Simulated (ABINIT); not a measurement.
# MgGeSe3 (Pm-3m): zone-centre phonons, part 2 of 4

Aim: the zone-centre modes of MgGeSe3 (Pm-3m).

ABINIT 10.8.3; DFT LDA, scalar-relativistic, plane waves, HGH norm-conserving pseudopotentials.

So far. Step 4 (Relaxation): The volume changes by +0.8 % in this run and stands -1.3 % from the first cell. The relaxed cell has a = 4.898 Å (conventional setting).

The structure was built from a prototype and need not be the compound's stable phase.

## Step 6: Linear response at Γ

At q = 0 one unit cell holds all displacements. The response is solved for single atoms along the cell's directions, and symmetry skips those that follow from others. The crystal is treated as a metal, which screens a static field, so no field response is asked.

Contents of dfpt_gamma.abi:

```

# common to the responses
getwfk_filepath "gso_WFK"
kptopt 2
nqpt 1
qpt 0.0 0.0 0.0
asr 0
chneut 0

# displacements
rfphon 1
rfatpol 1 5
rfdir 1 1 1
tolvrs 1.0d-10
prtwf 0

# basis, mesh and filling
ecut 30.0
ixc 7
ngkpt 6 6 6
nshiftk 1
shiftk 0.0 0.0 0.0
istwfk *1
occopt 3
tsmear 0.01
nband 19
nstep 100
diemac 1000000.0
prtebands 0
prtgsr 0

# cell and atoms
acell 9.256706552 9.256706552 9.256706552
rprim 
    1.0 0.0 0.0
    0.0 1.0 0.0
    0.0 0.0 1.0
ntypat 3
znucl 12 32 34
natom 5
typat 1 2 3 3 3
xred 
    0.0 0.0 0.0
    0.5 0.5 0.5
    0.5 0.5 0.0
    0.5 0.0 0.5
    0.0 0.5 0.5
pp_dirpath "./pseudo"
pseudos "Mg.hgh, Ge.hgh, Se.hgh"
```

Run with:

```bash
OMP_NUM_THREADS=1 mpirun -n 4 abinit dfpt_gamma.abi > dfpt_gamma.log
```

Numbers of over 12 decimals in the logs are rounded to 6 here.

dfpt_gamma.abo, the main output file:

```text
[banners, grids, parts of the stress and lines that vanish by symmetry left out]
- input  file    -> dfpt_gamma.abi
- output file    -> dfpt_gamma.abo
- root for input  files -> dfpt_gammai
- root for output files -> dfpt_gammao

 Symmetries : space group Pm -3 m (#221); Bravais cP (primitive cubic)
================================================================================
 Values of the parameters that define the memory need of the present run (RF).
     intxc =       0      iscf =       7    lmnmax =       6     lnmax =       6
     mgfft =      48  mpssoang =       3    mqgrid =    3001     natom =       5
  nloc_mem =       1    nspden =       1   nspinor =       1    nsppol =       1
      nsym =      48    n1xccc =       0    ntypat =       3    occopt =       3
   xclevel =       1
-    mband =          19        mffmem =           1         mkmem =          28
-   mkqmem =          28        mk1mem =          28           mpw =        6254
      nfft =      110592          nkpt =         112
- my_mband =          19
================================================================================
================================================================================

--------------------------------------------------------------------------------
------------- Echo of variables that govern the present computation ------------
--------------------------------------------------------------------------------
-
- outvars: echo of selected default values
-   iomode0 =  0 , fftalg0 =312 , wfoptalg0 =  0
-
- outvars: echo of global parameters not present in the input file
-  max_nthreads =    1
-
 -outvars: echo values of preprocessed input variables
 [... echo left out ...]
================================================================================

 chkinp: Checking input parameters for consistency.

[...]
== DATASET  1 ==================================================================
-   mpi_nproc: 4, omp_nthreads: 1 (-1 if OMP is not activated)

--- !DatasetInfo
iteration_state: {dtset: 1, }
dimensions: {natom: 5, nkpt: 112, mband: 19, nsppol: 1, nspinor: 1, nspden: 1, mpw: 6254, }
cutoff_energies: {ecut:  30.0, pawecutdg:  -1.0, }
electrons: {nelect:   2.40000000E+01, charge:   0.00000000E+00, occopt:   3.00000000E+00, tsmear:   1.00000000E-02, }
meta: {optdriver: 1, rfphon: 1, }
...

 mkfilename: getwfk from: gso_WFK

 Exchange-correlation functional for the present dataset will be:
  LDA: Perdew-Wang 92 LSD fit to Ceperley-Alder data - ixc=7
 Citation for XC functional:
  J.P.Perdew and Y.Wang, PRB 45, 13244 (1992)

 Real(R)+Recip(G) space primitive vectors, cartesian coordinates (Bohr,Bohr^-1):
 R(1)=  9.2567066  0.0000000  0.0000000  G(1)=  0.1080298  0.0000000  0.0000000
 R(2)=  0.0000000  9.2567066  0.0000000  G(2)=  0.0000000  0.1080298  0.0000000
 R(3)=  0.0000000  0.0000000  9.2567066  G(3)=  0.0000000  0.0000000  0.1080298
 Unit cell volume ucvol=  7.9317586E+02 bohr^3
 Angles (23,13,12)=  9.00000000E+01  9.00000000E+01  9.00000000E+01 degrees
 setup1 : take into account q-point for computing boxcut.

 getcut: wavevector=  0.0000  0.0000  0.0000  ngfft=  48  48  48
         ecut(hartree)=     30.000   => boxcut(ratio)=   2.10310

--- Pseudopotential description ------------------------------------------------
- pspini: atom type   1  psp file is ./pseudo/Mg.hgh

- pspini: atom type   2  psp file is ./pseudo/Ge.hgh

- pspini: atom type   3  psp file is ./pseudo/Se.hgh

   7.10198374E+02                                ecore*ucvol(ha*bohr**3)
--------------------------------------------------------------------------------

 ==>  initialize data related to q vector <==

 The list of irreducible perturbations for this q vector is:
    1)    idir= 1    ipert=   1
    2)    idir= 1    ipert=   2
    3)    idir= 1    ipert=   3
    4)    idir= 3    ipert=   3

[...]
The perturbation idir=   2  ipert=   1 is
 symmetric of a previously calculated perturbation.
 So, its SCF calculation is not needed.

 The perturbation idir=   3  ipert=   1 is
 symmetric of a previously calculated perturbation.
 So, its SCF calculation is not needed.

 The perturbation idir=   2  ipert=   2 is
 symmetric of a previously calculated perturbation.
 So, its SCF calculation is not needed.

 The perturbation idir=   3  ipert=   2 is
 symmetric of a previously calculated perturbation.
 So, its SCF calculation is not needed.

[...]
The perturbation idir=   2  ipert=   5 is
 symmetric of a previously calculated perturbation.
 So, its SCF calculation is not needed.

 The perturbation idir=   3  ipert=   5 is
 symmetric of a previously calculated perturbation.
 So, its SCF calculation is not needed.

--------------------------------------------------------------------------------
 Perturbation wavevector (in red.coord.)   0.000000  0.000000  0.000000
 Perturbation : displacement of atom   1   along direction   1
 Found     8 symmetries that leave the perturbation invariant.

[...]
dfpt_looppert : total number of electrons, from k and k+q
  fully or partially occupied states are    2.400000E+01 and    2.400000E+01.
 Initialisation of the first-order wave-functions :
  ireadwf=   0

--- !BeginCycle
iteration_state: {dtset: 1, }
solver: {iscf: 7, nstep: 100, nline: 4, wfoptalg: 0, }
tolerances: {tolvrs: 1.00E-10, }
...

     iter   2DEtotal(Ha)        deltaE(Ha) residm    vres2
-ETOT  1   3.177127     -5.428E+00 1.334E-01 2.353E+04
 ETOT  2  -1.322393     -4.500E+00 4.391E-03 4.008E+02
 ETOT  3  -1.411315     -8.892E-02 3.683E-04 9.670E+01
 ETOT  4  -1.428978     -1.766E-02 1.091E-04 9.315E-01
 ETOT  5  -1.429194     -2.161E-04 5.147E-06 1.074E-02
[...]
At SCF step   11       vres2   =  7.95E-12 < tolvrs=  1.00E-10 =>converged.
[...]
Mean square residual over all n,k,spin=   64.212E-16; max=  34.196E-13

 Thirteen components of 2nd-order total energy (hartree) are
 1,2,3: 0th-order hamiltonian combined with 1st-order wavefunctions
     kin0=   1.02017796E+01 eigvalue=  -4.42600882E-01  local=  -6.18726237E+00
 4,5,6: 1st-order hamiltonian combined with 1st and 0th-order wfs
 loc psp =  -4.87657521E-01  Hartree=   2.31174963E+00     xc=  -1.09638698E+00
 note that "loc psp" includes a xc core correction that could be resolved
 7,8,9: eventually, occupation + non-local contributions
    edocc=   1.10415264E+00     enl0=   4.14309683E+00   enl1=  -1.95813993E+01
 1-9 gives the relaxation energy (to be shifted if some occ is /=2.0)
   erelax=  -1.00345284E+01
 10,11,12 Non-relaxation  contributions : frozen-wavefunctions and Ewald
 fr.local=  -2.37654819E+01 fr.nonlo=   1.24601937E+01  Ewald=   1.99106203E+01
 13,14 Frozen wf xc core corrections (1) and (2)
 frxc 1  =   0.00000000E+00  frxc 2 =   0.00000000E+00
 Resulting in :
 2DEtotal=   -0.1429196247E+01 Ha. Also 2DEtotal=   -0.388904111038E+02 eV
    (2DErelax=   -1.0034528366E+01 Ha. 2DEnonrelax=    8.6053321188E+00 Ha)
    (  non-var. 2DEtotal :   -1.4291962982E+00 Ha)

[...]
Perturbation wavevector (in red.coord.)   0.000000  0.000000  0.000000
 Perturbation : displacement of atom   2   along direction   1
 Found     8 symmetries that leave the perturbation invariant.

[...]
dfpt_looppert : total number of electrons, from k and k+q
  fully or partially occupied states are    2.400000E+01 and    2.400000E+01.
 Initialisation of the first-order wave-functions :
  ireadwf=   0

--- !BeginCycle
iteration_state: {dtset: 1, }
solver: {iscf: 7, nstep: 100, nline: 4, wfoptalg: 0, }
tolerances: {tolvrs: 1.00E-10, }
...

     iter   2DEtotal(Ha)        deltaE(Ha) residm    vres2
-ETOT  1   100.25511195369     -6.355E+01 6.537E-01 4.221E+05
[...]
At SCF step   12       vres2   =  6.15E-12 < tolvrs=  1.00E-10 =>converged.
[...]
Mean square residual over all n,k,spin=   51.328E-16; max=  14.505E-13

 Thirteen components of 2nd-order total energy (hartree) are
 1,2,3: 0th-order hamiltonian combined with 1st-order wavefunctions
     kin0=   1.56100661E+02 eigvalue=   2.89105572E+00  local=  -7.92130131E+01
 4,5,6: 1st-order hamiltonian combined with 1st and 0th-order wfs
 loc psp =  -6.18742895E+01  Hartree=   3.56027123E+01     xc=  -1.33254645E+01
 note that "loc psp" includes a xc core correction that could be resolved
 7,8,9: eventually, occupation + non-local contributions
    edocc=   1.09238860E+01     enl0=   4.81868735E+01   enl1=  -2.60459132E+02
 1-9 gives the relaxation energy (to be shifted if some occ is /=2.0)
   erelax=  -1.61166711E+02
 10,11,12 Non-relaxation  contributions : frozen-wavefunctions and Ewald
 fr.local=  -4.73979935E+00 fr.nonlo=   1.32346382E+02  Ewald=   3.62011277E+01
 13,14 Frozen wf xc core corrections (1) and (2)
 frxc 1  =   0.00000000E+00  frxc 2 =   0.00000000E+00
 Resulting in :
 2DEtotal=    0.2640999291E+01 Ha. Also 2DEtotal=    0.718652517878E+02 eV
    (2DErelax=   -1.6116671091E+02 Ha. 2DEnonrelax=    1.6380771020E+02 Ha)
    (  non-var. 2DEtotal :    2.6409993810E+00 Ha)

[...]
Perturbation wavevector (in red.coord.)   0.000000  0.000000  0.000000
 Perturbation : displacement of atom   3   along direction   1
 Found     4 symmetries that leave the perturbation invariant.

[...]
dfpt_looppert : total number of electrons, from k and k+q
  fully or partially occupied states are    2.400000E+01 and    2.400000E+01.
 Initialisation of the first-order wave-functions :
  ireadwf=   0

--- !BeginCycle
iteration_state: {dtset: 1, }
solver: {iscf: 7, nstep: 100, nline: 4, wfoptalg: 0, }
tolerances: {tolvrs: 1.00E-10, }
...

     iter   2DEtotal(Ha)        deltaE(Ha) residm    vres2
-ETOT  1   253.98049443872     -2.567E+02 1.577E+00 1.096E+06
[...]
At SCF step   12       vres2   =  2.02E-11 < tolvrs=  1.00E-10 =>converged.
[...]
Mean square residual over all n,k,spin=   69.306E-15; max=  28.781E-12

 Thirteen components of 2nd-order total energy (hartree) are
 1,2,3: 0th-order hamiltonian combined with 1st-order wavefunctions
     kin0=   5.06265470E+02 eigvalue=  -4.89151444E-01  local=  -2.87779538E+02
 4,5,6: 1st-order hamiltonian combined with 1st and 0th-order wfs
 loc psp =  -2.42897998E+02  Hartree=   1.29246417E+02     xc=  -4.62780527E+01
 note that "loc psp" includes a xc core correction that could be resolved
 7,8,9: eventually, occupation + non-local contributions
    edocc=   2.00203629E+01     enl0=   1.91249899E+02   enl1=  -7.81572817E+02
 1-9 gives the relaxation energy (to be shifted if some occ is /=2.0)
   erelax=  -5.12235408E+02
 10,11,12 Non-relaxation  contributions : frozen-wavefunctions and Ewald
 fr.local=   1.18373329E+02 fr.nonlo=   3.93651151E+02  Ewald=  -1.36203127E+00
 13,14 Frozen wf xc core corrections (1) and (2)
 frxc 1  =   0.00000000E+00  frxc 2 =   0.00000000E+00
 Resulting in :
 2DEtotal=   -0.1572958393E+01 Ha. Also 2DEtotal=   -0.428023783868E+02 eV
    (2DErelax=   -5.1223540751E+02 Ha. 2DEnonrelax=    5.1066244912E+02 Ha)
    (  non-var. 2DEtotal :   -1.5729585532E+00 Ha)

[...]
Perturbation wavevector (in red.coord.)   0.000000  0.000000  0.000000
 Perturbation : displacement of atom   3   along direction   3
 Found     8 symmetries that leave the perturbation invariant.

--------------------------------------------------------------------------------

--------------------------------------------------------------------------------

 dfpt_looppert : total number of electrons, from k and k+q
  fully or partially occupied states are    2.400000E+01 and    2.400000E+01.
 Initialisation of the first-order wave-functions :
  ireadwf=   0

--- !BeginCycle
iteration_state: {dtset: 1, }
solver: {iscf: 7, nstep: 100, nline: 4, wfoptalg: 0, }
tolerances: {tolvrs: 1.00E-10, }
...

     iter   2DEtotal(Ha)        deltaE(Ha) residm    vres2
-ETOT  1   351.95090502500     -1.663E+02 1.173E+00 1.418E+06
[...]
ETOT 11   8.062391      9.095E-13 1.915E-11 3.634E-10
 ETOT 12   8.062391      5.002E-12 2.788E-12 1.370E-11

 At SCF step   12       vres2   =  1.37E-11 < tolvrs=  1.00E-10 =>converged.
[...]
Mean square residual over all n,k,spin=   90.726E-16; max=  27.878E-13

 Thirteen components of 2nd-order total energy (hartree) are
 1,2,3: 0th-order hamiltonian combined with 1st-order wavefunctions
     kin0=   4.94627981E+02 eigvalue=   4.00287276E+00  local=  -2.73300754E+02
 4,5,6: 1st-order hamiltonian combined with 1st and 0th-order wfs
 loc psp =  -2.50842085E+02  Hartree=   1.33147482E+02     xc=  -4.39847500E+01
 note that "loc psp" includes a xc core correction that could be resolved
 7,8,9: eventually, occupation + non-local contributions
    edocc=   2.71874853E+01     enl0=   1.68513540E+02   enl1=  -7.69545629E+02
 1-9 gives the relaxation energy (to be shifted if some occ is /=2.0)
   erelax=  -5.10193857E+02
 10,11,12 Non-relaxation  contributions : frozen-wavefunctions and Ewald
 fr.local=  -1.07595227E+01 fr.nonlo=   3.79677141E+02  Ewald=   1.49338630E+02
 13,14 Frozen wf xc core corrections (1) and (2)
 frxc 1  =   0.00000000E+00  frxc 2 =   0.00000000E+00
 Resulting in :
 2DEtotal=    0.8062390904E+01 Ha. Also 2DEtotal=    0.219388832964E+03 eV
    (2DErelax=   -5.1019385715E+02 Ha. 2DEnonrelax=    5.1825624806E+02 Ha)
    (  non-var. 2DEtotal :    8.0623910305E+00 Ha)

[...]
---- first-order wavefunction calculations are completed ----

 ==> Compute Derivative Database <==

 [... matrices left out ...]
  Phonon wavevector (reduced coordinates) :  0.00000  0.00000  0.00000
 Phonon energies in Hartree :
  -6.797870E-04 -6.797870E-04 -6.797870E-04 -4.469619E-04 -4.469619E-04
  -4.469619E-04 -2.375052E-04 -2.375052E-04 -2.375052E-04  4.745214E-06
   4.745215E-06  4.745216E-06  9.865613E-04  9.865613E-04  9.865613E-04
 Phonon frequencies in cm-1    :
- -1.491960E+02 -1.491960E+02 -1.491960E+02 -9.809681E+01 -9.809681E+01
- -9.809681E+01 -5.212636E+01 -5.212636E+01 -5.212636E+01  1.041454E+00
-  1.041454E+00  1.041455E+00  2.165252E+02  2.165252E+02  2.165252E+02

== END DATASET(S) ==============================================================
================================================================================

 -outvars: echo values of variables after computation
            acell      9.2567065520E+00  9.2567065520E+00  9.2567065520E+00 Bohr
           etotal      8.0623909043E+00
            fcart      0.0000000000E+00  0.0000000000E+00  0.0000000000E+00
           strten      0.0000000000E+00  0.0000000000E+00  0.0000000000E+00
================================================================================
```

The job ended after 2.7 min (4 MPI ranks of Arm Neoverse V2, shared host).

Numbers from this step:

```yaml
largest_acoustic_frequency_at_the_zone_centre_before_the_sum_rule: 1.04 cm⁻¹
highest_optical_zone_centre_mode_no_lo_to_term: 216.5 cm⁻¹
lowest_optical_zone_centre_mode: -149.2 cm⁻¹
```

The acoustic modes at Γ come out as far as 1.0 cm⁻¹ from zero, where they should vanish, a small numerical error. The lowest optical mode is imaginary, 149i cm⁻¹, an instability at this level and on this k mesh.

(Part 2 of 4 ends here.)

[Host names and launcher messages were left out of these logs when they were recorded.]

[Logs are printed without paths, hosts, clocks, repeated set-up lines and the standing remarks that a program may print on its own settings, such as how far it seeks lower states.]

[Hosts, paths, dates, database ids (printed as entryN), source tags and the programs' standing remarks are cut or masked in the printed files.]
